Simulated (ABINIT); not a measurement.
# LiH (Fm-3m): G0W0 in ABINIT against the screening cutoff in the self-energy

Aim: move the screening cutoff in the self-energy of a G0W0 run on LiH (Fm-3m) over a wide range.

Main program and level: ABINIT 10.8.3; PBE and many-body steps on it, plane waves.

The database entry behind the starting cell differs from later determinations by our own check (the deuteride, about 0.2 % short), so it need not match the best structure at ambient conditions.

### Step 1. The starting structure

It takes space group Fm-3m (No. 225, cubic). The conventional cell has a = 4.074 Å, b = 4.074 Å, c = 4.074 Å, α = 90.00°, β = 90.00°, γ = 90.00°. Nearest to Li lie 6 H at 2.04 Å. Nearest to H lie 6 Li at 2.04 Å. Farther neighbours are not listed.

The cell and positions come from the Crystallography Open Database and are kept as given unless a step says otherwise.

### Step 2. Screening, 8×8×8 mesh, 308 bands, screening to 435.4 eV

This step: ABINIT 10.8.3; RPA screening on PBE, plane waves, norm-conserving pseudopotentials.

The RPA dielectric matrix is built and inverted for each q.

File run.abi:

```
acell 3*1.0 Angstrom
rprim 
  -0.000000000000 2.036750000000 2.036750000000
  2.036750000000 -0.000000000000 2.036750000000
  2.036750000000 2.036750000000 -0.000000000000
ntypat 2
znucl 3 1
natom 2
typat 1 2
xred 
  0.000000000000 0.000000000000 0.000000000000
  0.500000000000 0.500000000000 0.500000000000
pp_dirpath "pseudos"
pseudos "Li.upf, H.upf"
ecut 33
ngkpt 8 8 8
nshiftk 1
shiftk 0 0 0
kptopt 1
chksymbreak 0
istwfk *1
occopt 1
irdwfk 1
optdriver 3
nband 308
ecuteps 16
inclvkb 2
awtr 1
symchi 1
indata_prefix "in"
outdata_prefix "out"
tmpdata_prefix "tmp"
```

Command:

```console
OMP_NUM_THREADS=1 mpirun -n 4 abinit run.abi > log
```

The program printed:

```text
.Version 10.8.3 of ABINIT. v10.8.2 released Aug 2026.

 Symmetries : space group Fm -3 m (#225); Bravais cF (face-center cubic)
[... echo of the input left out ...]
== DATASET  1 ==================================================================
-   mpi_nproc: 4, omp_nthreads: 1 (-1 if OMP is not activated)

--- !DatasetInfo
iteration_state: {dtset: 1, }
dimensions: {natom: 2, nkpt: 29, mband: 308, nsppol: 1, nspinor: 1, nspden: 1, mpw: 1056, }
cutoff_energies: {ecut:  33.0, pawecutdg:  -1.0, }
electrons: {nelect:   4.00000000E+00, charge:   0.00000000E+00, occopt:   1.00000000E+00, tsmear:   1.00000000E-02, }

 SCREENING: Calculation of the susceptibility and dielectric matrices

 Based on a program developped by R.W. Godby, V. Olevano, G. Onida, and L. Reining.
 Incorporated in ABINIT by V. Olevano, G.-M. Rignanese, and M. Torrent.
.Using double precision arithmetic ; gwpc =  8

[... cell and pseudopotentials left out ...]
--------------------------------------------------------------------------------

 ==== K-mesh for the wavefunctions ====
 Number of points in the irreducible wedge :    29
[... list of points left out ...]
 Together with 48 symmetry operations and time-reversal symmetry
 yields   512 points in the full Brillouin Zone.

 ==== Q-mesh for the screening function ====
 Number of points in the irreducible wedge :    29
[... list of points left out ...]
 Together with 48 symmetry operations and time-reversal symmetry
 yields   512 points in the full Brillouin Zone.

 setmesh: FFT mesh size selected  =    24x   24x   24
          total number of points  =        13824

 vcoul_init : cutoff-mode = AUXILIARY_FUNCTION
 q-points for optical limit:   1
     1)      0.000010    0.000020    0.000030

- screening: taking advantage of time-reversal symmetry
- Maximum band index for partially occupied states nbvw = 2
- Remaining bands to be divided among processors   nbcw = 306
- Number of bands treated by each node ~76

 Number of electrons calculated from density =    4.0000; Expected =    4.0000
 average of density, n =  0.035077
 r_s =    1.8951
 omega_plasma =   18.0662 [eV]

 calculating chi0 at frequencies [eV] :
  1    0.000000E+00    0.000000E+00
  2    0.000000E+00    1.806615E+01

--------------------------------------------------------------------------------
  q-point number  1        q = ( 0.000000, 0.000000, 0.000000) [r.l.u.]
--------------------------------------------------------------------------------
[... chi0 elements left out ...]
 For q-point:  0.000010 0.000020 0.000030
  dielectric constant =   4.0088
  dielectric constant without local fields =   4.4048

  Average fulfillment of the sum rule on Im[epsilon] for q-point    1 :    103.13  [%]
[... wings left out ...]
  q-point number  2        q = ( 0.125000, 0.000000, 0.000000) [r.l.u.]
--------------------------------------------------------------------------------
[... chi0 elements left out ...]
  Average fulfillment of the sum rule on Im[epsilon] for q-point    2 :    105.27  [%]

 [... 27 further q-points ...]
```

Elapsed: 5.2 min, on 4 MPI ranks of AMD EPYC 7R43, shared host; peak memory 3.2 GiB; 21 min of CPU time.

This step gave:

```yaml
eps_infinity_with_local_fields_on_this_mesh_along_the_program_s_q_direction: 4.009
the_same_without_local_fields: 4.405
plasma_frequency: 18.07 eV
plane_waves_in_the_screening_matrix: 339
```

Local fields lower ε∞ by 9 %.

### Step 3. 1.6 Ha

This step: G0W0 on PBE, plane waves, norm-conserving pseudopotentials.

run.abi: that of step 2 with these lines changed.

```diff
@@ -23,8 +23,17 @@
 irdwfk 1
-optdriver 3
+optdriver 4
 nband 308
-ecuteps 16
-inclvkb 2
-awtr 1
-symchi 1
+gwcalctyp 0
+ecutsigx 33
+symsigma 1
+nkptgw 2
+kptgw 
+  0.5000000000 0.5000000000 0.0000000000
+  0.0000000000 0.0000000000 0.0000000000
+bdgw 
+  1 5
+  1 6
+ecuteps 1.6
+irdscr 1
+ppmodel 1
 indata_prefix "in"
```

The program printed:

```text
.Version 10.8.3 of ABINIT. v10.8.2 released Aug 2026.

 Symmetries : space group Fm -3 m (#225); Bravais cF (face-center cubic)
[... echo of the input left out ...]
== DATASET  1 ==================================================================
-   mpi_nproc: 4, omp_nthreads: 1 (-1 if OMP is not activated)

--- !DatasetInfo
iteration_state: {dtset: 1, }
dimensions: {natom: 2, nkpt: 29, mband: 308, nsppol: 1, nspinor: 1, nspden: 1, mpw: 1056, }
cutoff_energies: {ecut:  33.0, pawecutdg:  -1.0, }
electrons: {nelect:   4.00000000E+00, charge:   0.00000000E+00, occopt:   1.00000000E+00, tsmear:   1.00000000E-02, }

 SIGMA: Calculation of the GW corrections

 Based on a program developped by R.W. Godby, V. Olevano, G. Onida, and L. Reining.
 Incorporated in ABINIT by V. Olevano, G.-M. Rignanese, and M. Torrent.
.Using double precision arithmetic ; gwpc =  8

[... cell and pseudopotentials left out ...]
--------------------------------------------------------------------------------

 ==== K-mesh for the wavefunctions ====
 Number of points in the irreducible wedge :    29
[... list of points left out ...]
 Together with 48 symmetry operations and time-reversal symmetry
 yields   512 points in the full Brillouin Zone.

 ==== Q-mesh for screening function ====
 Number of points in the irreducible wedge :    29
[... list of points left out ...]
 Together with 48 symmetry operations and time-reversal symmetry
 yields   512 points in the full Brillouin Zone.

 vcoul_init : cutoff-mode = AUXILIARY_FUNCTION
 q-points for optical limit:   1
     1)      0.000010    0.000020    0.000030
 setmesh: FFT mesh size selected  =    30x   30x   30
          total number of points  =        27000

 Number of electrons calculated from density =    4.0000; Expected =    4.0000
 average of density, n =  0.035077
 r_s =    1.8951
 omega_plasma =   18.0662 [eV]

 === KS Band Gaps ===
  >>>> For spin  1
   Minimum direct gap =   3.0221 [eV], located at k-point      :   0.5000  0.5000  0.0000
   Fundamental gap    =   3.0221 [eV], Top of valence bands at :   0.5000  0.5000  0.0000
                                       Bottom of conduction at :   0.5000  0.5000  0.0000
 SIGMA fundamental parameters:
 PLASMON POLE MODEL  1
 number of plane-waves for SigmaX                 1037
 number of plane-waves for SigmaC and W             15
 number of plane-waves for wavefunctions          1037
 number of bands                                   308
 number of independent spin polarizations            1
 number of spinorial components                      1
 number of k-points in IBZ                          29
 number of q-points in IBZ                          29
 number of symmetry operations                      48
 number of k-points in BZ                          512
 number of q-points in BZ                          512
 number of frequencies for dSigma/dE                 9
 frequency step for dSigma/dE [eV]                0.25
 number of omega for Sigma on real axis              0
 max omega for Sigma on real axis  [eV]           0.00
 zcut for avoiding poles [eV]                     0.10

 EPSILON^-1 parameters (SCR file):
 dimension of the eps^-1 matrix on file            339
 dimension of the eps^-1 matrix used                15
 number of plane-waves for wavefunctions          1037
 number of bands                                   308
 number of q-points in IBZ                          29
 number of frequencies                               2
 number of real frequencies                          1
 number of imag frequencies                          1

 matrix elements of self-energy operator (all in [eV])

 Perturbative Calculation

--- !SelfEnergy_ee
iteration_state: {dtset: 1, }
kpoint     : [   0.500,    0.500,    0.000, ]
spin       : 1
KS_gap     :    3.022
QP_gap     :    4.676
Delta_QP_KS:    1.654
data: !SigmaeeData |
     Band     E0 <VxcDFT>   SigX SigC(E0)      Z dSigC/dE  Sig(E)    E-E0       E
        1 -44.599 -25.708 -39.786   4.873   0.771  -0.297 -32.804  -7.096 -51.695
        2  -0.348 -11.306 -14.553   1.865   0.784  -0.275 -12.390  -1.084  -1.432
        3   2.674  -7.648  -3.711  -3.234   0.812  -0.231  -7.077   0.571   3.245
        4  10.239  -8.235  -2.670  -4.422   0.780  -0.283  -7.344   0.891  11.131
        5  10.239  -8.235  -2.670  -4.422   0.780  -0.283  -7.344   0.891  11.131

--- !SelfEnergy_ee
iteration_state: {dtset: 1, }
kpoint     : [   0.000,    0.000,    0.000, ]
spin       : 1
KS_gap     :   20.729
QP_gap     :   23.228
Delta_QP_KS:    2.499
data: !SigmaeeData |
     Band     E0 <VxcDFT>   SigX SigC(E0)      Z dSigC/dE  Sig(E)    E-E0       E
        1 -44.649 -25.626 -39.725   4.875   0.774  -0.292 -32.766  -7.140 -51.789
        2  -5.602  -9.916 -15.631   3.587   0.722  -0.385 -11.452  -1.536  -7.137
        3  15.128 -11.718  -4.656  -5.626   0.671  -0.491 -10.755   0.963  16.091
        4  17.057  -8.964  -2.438  -5.273   0.720  -0.389  -8.061   0.902  17.959
        5  17.057  -8.964  -2.438  -5.273   0.720  -0.389  -8.061   0.902  17.959
        6  17.057  -8.964  -2.438  -5.273   0.720  -0.389  -8.061   0.902  17.959

== END DATASET(S) ==============================================================
================================================================================

 -outvars: echo values of variables after computation  --------
           etotal      0.0000000000E+00
            nband         308
             nkpt          29
          spgroup         225
 [... the other variables as echoed above ...]

 Calculation completed.
```

Run time: 6.3 s. Hardware: 4 MPI ranks; peak memory 1.3 GiB.

This step gave:

```
G0W0 gap on the points computed              : 4.677 eV
starting gap on the mesh                     : 3.022 eV
k of the valence top                         : 0.5, 0.5, 0
k of the conduction bottom                   : 0.5, 0.5, 0
Z at the valence top                         : 0.784
Z at the conduction bottom                   : 0.812
least direct G0W0 gap on the computed points : 4.677 eV
```

### Step 4. 3.2 Ha

run.abi: that of step 3 with these lines changed.

```diff
@@ -35,3 +35,3 @@
   1 6
-ecuteps 1.6
+ecuteps 3.2
 irdscr 1
```

The program printed:

```text
.Version 10.8.3 of ABINIT. v10.8.2 released Aug 2026.

 Symmetries : space group Fm -3 m (#225); Bravais cF (face-center cubic)
[... echo of the input left out ...]
== DATASET  1 ==================================================================
-   mpi_nproc: 4, omp_nthreads: 1 (-1 if OMP is not activated)

--- !DatasetInfo
iteration_state: {dtset: 1, }
dimensions: {natom: 2, nkpt: 29, mband: 308, nsppol: 1, nspinor: 1, nspden: 1, mpw: 1056, }
cutoff_energies: {ecut:  33.0, pawecutdg:  -1.0, }
electrons: {nelect:   4.00000000E+00, charge:   0.00000000E+00, occopt:   1.00000000E+00, tsmear:   1.00000000E-02, }

 SIGMA: Calculation of the GW corrections

 Based on a program developped by R.W. Godby, V. Olevano, G. Onida, and L. Reining.
 Incorporated in ABINIT by V. Olevano, G.-M. Rignanese, and M. Torrent.
.Using double precision arithmetic ; gwpc =  8

[... cell and pseudopotentials left out ...]
--------------------------------------------------------------------------------

 ==== K-mesh for the wavefunctions ====
 Number of points in the irreducible wedge :    29
[... list of points left out ...]
 Together with 48 symmetry operations and time-reversal symmetry
 yields   512 points in the full Brillouin Zone.

 ==== Q-mesh for screening function ====
 Number of points in the irreducible wedge :    29
[... list of points left out ...]
 Together with 48 symmetry operations and time-reversal symmetry
 yields   512 points in the full Brillouin Zone.

 vcoul_init : cutoff-mode = AUXILIARY_FUNCTION
 q-points for optical limit:   1
     1)      0.000010    0.000020    0.000030
 setmesh: FFT mesh size selected  =    30x   30x   30
          total number of points  =        27000

 Number of electrons calculated from density =    4.0000; Expected =    4.0000
[...]
number of omega for Sigma on real axis              0
 max omega for Sigma on real axis  [eV]           0.00
 zcut for avoiding poles [eV]                     0.10

 EPSILON^-1 parameters (SCR file):
 dimension of the eps^-1 matrix on file            339
 dimension of the eps^-1 matrix used                27
 number of plane-waves for wavefunctions          1037
 number of bands                                   308
 number of q-points in IBZ                          29
 number of frequencies                               2
 number of real frequencies                          1
 number of imag frequencies                          1

 matrix elements of self-energy operator (all in [eV])

 Perturbative Calculation

--- !SelfEnergy_ee
iteration_state: {dtset: 1, }
kpoint     : [   0.500,    0.500,    0.000, ]
spin       : 1
KS_gap     :    3.022
QP_gap     :    4.744
Delta_QP_KS:    1.722
data: !SigmaeeData |
     Band     E0 <VxcDFT>   SigX SigC(E0)      Z dSigC/dE  Sig(E)    E-E0       E
        1 -44.599 -25.708 -39.786   4.868   0.773  -0.294 -32.825  -7.117 -51.715
        2  -0.348 -11.306 -14.553   1.720   0.778  -0.285 -12.494  -1.188  -1.536
        3   2.674  -7.648  -3.711  -3.278   0.812  -0.232  -7.113   0.534   3.209
[...]
--- !SelfEnergy_ee
iteration_state: {dtset: 1, }
kpoint     : [   0.000,    0.000,    0.000, ]
spin       : 1
KS_gap     :   20.729
QP_gap     :   23.120
Delta_QP_KS:    2.391
data: !SigmaeeData |
     Band     E0 <VxcDFT>   SigX SigC(E0)      Z dSigC/dE  Sig(E)    E-E0       E
[...]
5  17.057  -8.964  -2.438  -5.344   0.718  -0.393  -8.116   0.848  17.905
        6  17.057  -8.964  -2.438  -5.344   0.718  -0.393  -8.116   0.848  17.905

== END DATASET(S) ==============================================================
================================================================================

 -outvars: echo values of variables after computation  --------
           etotal      0.0000000000E+00
            nband         308
             nkpt          29
          spgroup         225
 [... the other variables as echoed above ...]

 Calculation completed.
```

It took 6 s on 4 MPI ranks; peak memory 0.86 GiB.

Numbers from this step:

- G0W0 gap on the points computed: 4.745 eV
- starting gap on the mesh: 3.022 eV
- k of the valence top: 0.5, 0.5, 0
- k of the conduction bottom: 0.5, 0.5, 0
- Z at the valence top: 0.778
- Z at the conduction bottom: 0.812
- least direct G0W0 gap on the computed points: 4.745 eV

### Step 5. 5.6 Ha

The self-energy is evaluated for the states that the input lists, and the levels follow from it, in one-shot runs by the linearised quasiparticle equation.

run.abi: that of step 4 with these lines changed.

```diff
@@ -35,3 +35,3 @@
   1 6
-ecuteps 3.2
+ecuteps 5.6
 irdscr 1
```

The program printed:

```text
.Version 10.8.3 of ABINIT. v10.8.2 released Aug 2026.

 Symmetries : space group Fm -3 m (#225); Bravais cF (face-center cubic)
[... echo of the input left out ...]
== DATASET  1 ==================================================================
-   mpi_nproc: 4, omp_nthreads: 1 (-1 if OMP is not activated)

--- !DatasetInfo
iteration_state: {dtset: 1, }
dimensions: {natom: 2, nkpt: 29, mband: 308, nsppol: 1, nspinor: 1, nspden: 1, mpw: 1056, }
cutoff_energies: {ecut:  33.0, pawecutdg:  -1.0, }
[...]
Band     E0 <VxcDFT>   SigX SigC(E0)      Z dSigC/dE  Sig(E)    E-E0       E
[...]
5  17.057  -8.964  -2.438  -5.442   0.718  -0.392  -8.185   0.779  17.835
        6  17.057  -8.964  -2.438  -5.442   0.718  -0.392  -8.185   0.779  17.835

== END DATASET(S) ==============================================================
================================================================================

 -outvars: echo values of variables after computation  --------
           etotal      0.0000000000E+00
            nband         308
             nkpt          29
          spgroup         225
 [... the other variables as echoed above ...]

 Calculation completed.
```

Wall time 11 s (4 MPI ranks); peak memory 1.6 GiB; 45 s of CPU time.

Numbers from this step:

```
G0W0 gap on the points computed              : 4.890 eV
starting gap on the mesh                     : 3.022 eV
k of the valence top                         : 0.5, 0.5, 0
k of the conduction bottom                   : 0.5, 0.5, 0
least direct G0W0 gap on the computed points : 4.890 eV
```

The gap on the mesh goes from 3.02 eV to 4.89 eV, a correction of +1.87 eV.

(Part 1 of 2 ends here.)

[Paths, hosts, dates, memory and timing lines, banners, echoed tables and standing remarks are left out of the program output.]

[Logs are printed without paths, hosts, clocks, repeated set-up lines and the standing remarks that a program may print on its own settings, such as how far it seeks lower states.]

[Runs of the session that timed out or met a known fault of the program may be left out.]

[No measured gap is set beside runs whose start may be inverted or whose files or cutoffs have a known fault.]

[Hosts, paths, dates, database ids (printed as entryN), source tags and the programs' standing remarks are cut or masked in the printed files.]

[G0W0 gaps are taken among the corrected bands and points alone; a level outside them can change the order at an edge.]

[Where Ansatz stands beside ABINIT at settings called matched, ABINIT's density can come from a denser mesh and the files from another edition; pairs whose starting gaps differed by over 0.03 eV were left out, so agreement reads better than it is.]
